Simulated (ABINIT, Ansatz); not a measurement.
# A GW chain in ABINIT: PbO (P4/nmm)

Aim: the G0W0 gap of PbO (P4/nmm) on PBE, step by step.

Calculated with ABINIT 10.8.3; PBE and many-body steps on it, plane waves.

The database entry behind the starting cell differs from later determinations by our own check (c about 1 % long), so it need not match the best structure at ambient conditions.

## Step 1: Starting point

Symmetry: P4/nmm, No. 129, tetragonal system. Conventional cell: a = 3.960 Å, b = 3.960 Å, c = 5.070 Å, α = 90.00°, β = 90.00°, γ = 90.00°. Nearest to Pb lie 4 O at 2.32 Å. O has 4 Pb at 2.32 Å nearest. Farther neighbours and most contacts between anions are not listed.

 The runs that relaxed it are not among those shown. Spin-orbit coupling is left out unless a step names it.

## Step 2: Ground state

This step: ABINIT 10.8.3; DFT, PBE, plane waves, norm-conserving pseudopotentials.

The ground-state density comes first.

run.abi

```
acell 3*1.0 Angstrom
rprim 
  3.960000000000 0.000000000000 0.000000000000
  0.000000000000 3.960000000000 0.000000000000
  0.000000000000 0.000000000000 5.070000000000
ntypat 2
znucl 82 8
natom 4
typat 1 1 2 2
xred 
  0.000000000000 0.500000000000 0.238990104020
  0.500000000000 0.000000000000 0.761009895980
  0.000000000000 0.000000000000 0.000000000000
  0.500000000000 0.500000000000 0.000000000000
pp_dirpath "pseudos"
pseudos "Pb.upf, O.upf"
ecut 42
ngkpt 6 6 4
nshiftk 1
shiftk 0 0 0
kptopt 1
chksymbreak 0
nband 34
occopt 1
tolvrs 1e-10
nstep 60
prtwf 0
optforces 0
optstress 0
indata_prefix "in"
outdata_prefix "out"
tmpdata_prefix "tmp"
```

Run with:

```bash
OMP_NUM_THREADS=1 mpirun -n 16 abinit run.abi > log
```

Numbers of over 12 decimals in the logs are rounded to 6 here.

Output:

```text
.Version 10.8.3 of ABINIT. v10.8.2 released Aug 2026.

 Symmetries : space group P4/n m m (#129); Bravais tP (primitive tetrag.)
================================================================================
 Values of the parameters that define the memory need of the present run
     intxc =       0    ionmov =       0      iscf =       7    lmnmax =       7
     lnmax =       7     mgfft =      60  mpssoang =       4    mqgrid =    3001
     natom =       4  nloc_mem =       1    nspden =       1   nspinor =       1
    nsppol =       1      nsym =      16    n1xccc =    2501    ntypat =       2
    occopt =       1   xclevel =       2
-    mband =          34        mffmem =           1         mkmem =           2
       mpw =        7004          nfft =      121500          nkpt =          30
================================================================================
  Rough estimation (10% accuracy) of disk space for files :
================================================================================

--------------------------------------------------------------------------------
------------- Echo of variables that govern the present computation ------------
--------------------------------------------------------------------------------
 -outvars: echo values of preprocessed input variables --------
            acell      1.8897261259E+00  1.8897261259E+00  1.8897261259E+00 Bohr

      chksymbreak           0
             ecut      4.20000000E+01 Hartree
-          fftalg         312

              ixc     -101130
              kpt      0.00000000E+00  0.00000000E+00  0.00000000E+00
                       1.66666667E-01  0.00000000E+00  0.00000000E+00
                       3.33333333E-01  0.00000000E+00  0.00000000E+00
                       5.00000000E-01  0.00000000E+00  0.00000000E+00
                       1.66666667E-01  1.66666667E-01  0.00000000E+00
                       3.33333333E-01  1.66666667E-01  0.00000000E+00
                       5.00000000E-01  1.66666667E-01  0.00000000E+00
                       3.33333333E-01  3.33333333E-01  0.00000000E+00
                       5.00000000E-01  3.33333333E-01  0.00000000E+00
   [... 19 further rows ...]
                       5.00000000E-01  3.33333333E-01  5.00000000E-01
                       5.00000000E-01  5.00000000E-01  5.00000000E-01
         kptrlatt        6    0    0      0    6    0      0    0    4
          kptrlen      3.83236458E+01
P           mkmem           2
            natom           4
            nband          34
            ngfft          45      45      60
             nkpt          30
            nstep          60
             nsym          16
           ntypat           2
              occ      2.000000  2.000000  2.000000  2.000000  2.000000  2.000000
                       2.000000  2.000000  2.000000  2.000000  2.000000  2.000000
                       2.000000  2.000000  2.000000  2.000000  2.000000  2.000000
                       2.000000  2.000000  2.000000  2.000000  2.000000  2.000000
                       2.000000  2.000000  2.000000  2.000000  0.000000  0.000000
                       0.000000  0.000000  0.000000  0.000000
        optforces           0
        optstress           0
            prtwf           0
            rprim      3.9600000000E+00  0.0000000000E+00  0.0000000000E+00
[...]
spgroup         129

           tolvrs      1.00000000E-10

             xred      0.0000000000E+00  5.0000000000E-01  2.3899010402E-01
[...]
znucl       82.00000    8.00000

================================================================================

 chkinp: Checking input parameters for consistency.

================================================================================
== DATASET  1 ==================================================================
-   mpi_nproc: 16, omp_nthreads: 1 (-1 if OMP is not activated)

--- !DatasetInfo
iteration_state: {dtset: 1, }
dimensions: {natom: 4, nkpt: 30, mband: 34, nsppol: 1, nspinor: 1, nspden: 1, mpw: 7004, }
cutoff_energies: {ecut:  42.0, pawecutdg:  -1.0, }
electrons: {nelect:   5.60000000E+01, charge:   0.00000000E+00, occopt:   1.00000000E+00, tsmear:   1.00000000E-02, }

 Real(R)+Recip(G) space primitive vectors, cartesian coordinates (Bohr,Bohr^-1):
 R(1)=  7.4833155  0.0000000  0.0000000  G(1)=  0.1336306  0.0000000  0.0000000
 R(2)=  0.0000000  7.4833155  0.0000000  G(2)=  0.0000000  0.1336306  0.0000000
 R(3)=  0.0000000  0.0000000  9.5809115  G(3)=  0.0000000  0.0000000  0.1043742
 Unit cell volume ucvol=  5.3653114E+02 bohr^3
 Angles (23,13,12)=  9.00000000E+01  9.00000000E+01  9.00000000E+01 degrees

 getcut: wavevector=  0.0000  0.0000  0.0000  ngfft=  45  45  60
         ecut(hartree)=     42.000   => boxcut(ratio)=   2.01544

--- Pseudopotential description ------------------------------------------------
- Pb Generated using ONCVPSP code by D. R. Hamann
- 82.00000  22.00000  220131                  znucl, zion, pspdat
12 -101130 3 -1 1692                          pspcod,pspxc,lmax,lloc,mmax
     nproj     2     2     2     1
  pspatm : epsatm=   27.21822286
         --- l  ekb(1:nproj) -->
[...]
3    9.337611
 pspatm: atomic psp has been read  and splines computed

- O Generated using ONCVPSP code by D. R. Hamann
-  8.00000   6.00000  171031                  znucl, zion, pspdat
12 -101130 2 -1 936                           pspcod,pspxc,lmax,lloc,mmax
     nproj     2     2     1     0
  pspatm : epsatm=    6.17005460
         --- l  ekb(1:nproj) -->
[...]
2   -1.331955
 pspatm: atomic psp has been read  and splines computed

   3.73948708E+03                                ecore*ucvol(ha*bohr**3)
--------------------------------------------------------------------------------

_setup2: Arith. and geom. avg. npw (full set) are    6975.521    6975.505

================================================================================

--- !BeginCycle
iteration_state: {dtset: 1, }
solver: {iscf: 7, nstep: 60, nline: 4, wfoptalg: 0, }
tolerances: {tolvrs: 1.00E-10, }

     iter   Etot(hartree)      deltaE(h)  residm     vres2
 ETOT  1  -451.87216038550    -4.519E+02 2.852E-01 2.592E+03
 ETOT  2  -451.71765312254     1.545E-01 4.019E-02 5.320E+03
 ETOT  3  -452.69693160649    -9.793E-01 1.918E-02 3.342E+02
 ETOT  4  -452.71862812208    -2.170E-02 5.467E-03 1.945E+02
 ETOT  5  -452.72432505888    -5.697E-03 3.841E-03 9.532E+01
 ETOT  6  -452.73664803683    -1.232E-02 2.080E-03 1.286E+00
 ETOT  7  -452.73703163480    -3.836E-04 9.257E-04 6.994E-02
 ETOT  8  -452.73702815034     3.484E-06 4.107E-04 8.146E-02
 ETOT  9  -452.73704438700    -1.624E-05 4.050E-04 5.231E-03
 ETOT 10  -452.73704470608    -3.191E-07 2.234E-04 5.585E-06
 ETOT 11  -452.73704470645    -3.714E-10 1.542E-03 5.068E-07
 ETOT 12  -452.73704470653    -8.532E-11 1.375E-04 3.366E-09
 ETOT 13  -452.73704470651     1.774E-11 1.719E-04 1.490E-10
 ETOT 14  -452.73704470652    -7.788E-12 2.092E-05 3.272E-12

 At SCF step   14       vres2   =  3.27E-12 < tolvrs=  1.00E-10 =>converged.

--- !ResultsGS
iteration_state: {dtset: 1, }
comment   : Summary of ground state results
lattice_vectors:
- [  7.4833155,   0.0000000,   0.0000000, ]
- [  0.0000000,   7.4833155,   0.0000000, ]
- [  0.0000000,   0.0000000,   9.5809115, ]
lattice_lengths: [   7.48332,    7.48332,    9.58091, ]
lattice_angles: [ 90.000,  90.000,  90.000, ] # degrees, (23, 13, 12)
lattice_volume:   5.3653114E+02
convergence: {deltae: -7.788E-12, res2:  3.272E-12, residm:  2.092E-05, diffor:  0.000E+00, }
etotal    :  -4.52737045E+02
entropy   :   0.00000000E+00
fermie    :   2.61001869E-01
cartesian_stress_tensor: null
pressure_GPa: null
xred      :
- [  0.0000E+00,   5.0000E-01,   2.3899E-01, Pb]
- [  5.0000E-01,   0.0000E+00,   7.6101E-01, Pb]
- [  0.0000E+00,   0.0000E+00,   0.0000E+00,  O]
- [  5.0000E-01,   5.0000E-01,   0.0000E+00,  O]
cartesian_forces: null
force_length_stats: {min: null, max: null, mean: null, }

 Integrated electronic density in atomic spheres:
 ------------------------------------------------
 Atom  Sphere_radius  Integrated_density
[...]
4        2.00000          6.12745422
================================================================================

 ----iterations are completed or convergence reached----

 Mean square residual over all n,k,spin=   46.200E-09; max=  20.919E-06
 reduced coordinates (array xred) for    4 atoms
       0.000000000000      0.500000000000      0.238990104020
       0.500000000000      0.000000000000      0.761009895980
       0.000000000000      0.000000000000      0.000000000000
       0.500000000000      0.500000000000      0.000000000000
 rms dE/dt=  0.0000E+00; max dE/dt=  0.0000E+00; dE/dt below (all hartree)
    1       0.000000000000      0.000000000000      0.000000000000
    2       0.000000000000      0.000000000000      0.000000000000
    3       0.000000000000      0.000000000000      0.000000000000
    4       0.000000000000      0.000000000000      0.000000000000

 cartesian coordinates (angstrom) at end:
    1      0.000000     1.980000     1.211680
    2      1.980000     0.000000     3.858320
    3      0.000000     0.000000     0.000000
    4      1.980000     1.980000     0.000000
 length scales=  1.889726125908  1.889726125908  1.889726125908 bohr
              =  1.000000000000  1.000000000000  1.000000000000 angstroms
 prteigrs : about to open file out_EIG
 Fermi (or HOMO) energy (hartree) =   0.26100   Average Vxc (hartree)=  -0.37437
 Eigenvalues (hartree) for nkpt=  30  k points:
 kpt#   1, nband= 34, wtk=  0.00694, kpt=  0.0000  0.0000  0.0000 (reduced coord)
  -4.83895   -4.83895   -2.69625   -2.69625   -2.69623   -2.69623   -2.69609   -2.69606
  -0.41320   -0.39338   -0.32922   -0.32922   -0.32704   -0.32691   -0.32384   -0.32116
  -0.32102   -0.32102   -0.32043   -0.27117   -0.00640    0.01140    0.10595    0.10595
   0.19766    0.20249    0.20249    0.26100    0.34961    0.46413    0.46557    0.46557
   0.50165    0.50165
 prteigrs : prtvol=0 or 1, do not print more k-points.

--- !EnergyTerms
iteration_state     : {dtset: 1, }
comment             : Components of total free energy in Hartree
kinetic             :  1.40346908200142E+02
hartree             :  1.32900543073130E+02
xc                  : -7.64606276292589E+01
Ewald energy        : -2.48977199316495E+02
psp_core            :  6.96974844142879E+00
local_psp           : -4.29844282704174E+02
non_local_psp       :  2.23278652287048E+01
total_energy        : -4.52737044706522E+02
total_energy_eV     : -1.23196025913731E+04
band_energy         : -5.76578001800685E+01

== END DATASET(S) ==============================================================
================================================================================

 -outvars: echo values of variables after computation  --------
           etotal     -4.5273704471E+02
            nband          34
             nkpt          30
          spgroup         129
 [... the other variables as echoed above ...]

 Calculation completed.
```

Wall time 26 s (16 MPI ranks of Arm Neoverse V2, shared host); peak memory 1.4 GiB.

This step gave:

```yaml
total_energy: -12319.6026 eV
gap: 1.126 eV
k_of_the_valence_top: 0, 0, 0
k_of_the_conduction_bottom: 0.5, 0.5, 0
least_direct_gap: 2.115 eV
```

The gap is indirect, with the least direct gap 0.99 eV higher.

(Part 1 of 3 ends here.)

[Paths, hosts, dates, memory and timing lines, banners, echoed tables and standing remarks are left out of the program output.]

[Logs are printed without paths, hosts, clocks, repeated set-up lines and the standing remarks that a program may print on its own settings, such as how far it seeks lower states.]

[Runs of the session that timed out or met a known fault of the program may be left out.]

[Hosts, paths, dates, database ids (printed as entryN), source tags and the programs' standing remarks are cut or masked in the printed files.]

[G0W0 gaps are taken among the corrected bands and points alone; a level outside them can change the order at an edge.]

[Where Ansatz stands beside ABINIT at settings called matched, ABINIT's density can come from a denser mesh and the files from another edition; pairs whose starting gaps differed by over 0.03 eV were left out, so agreement reads better than it is.]
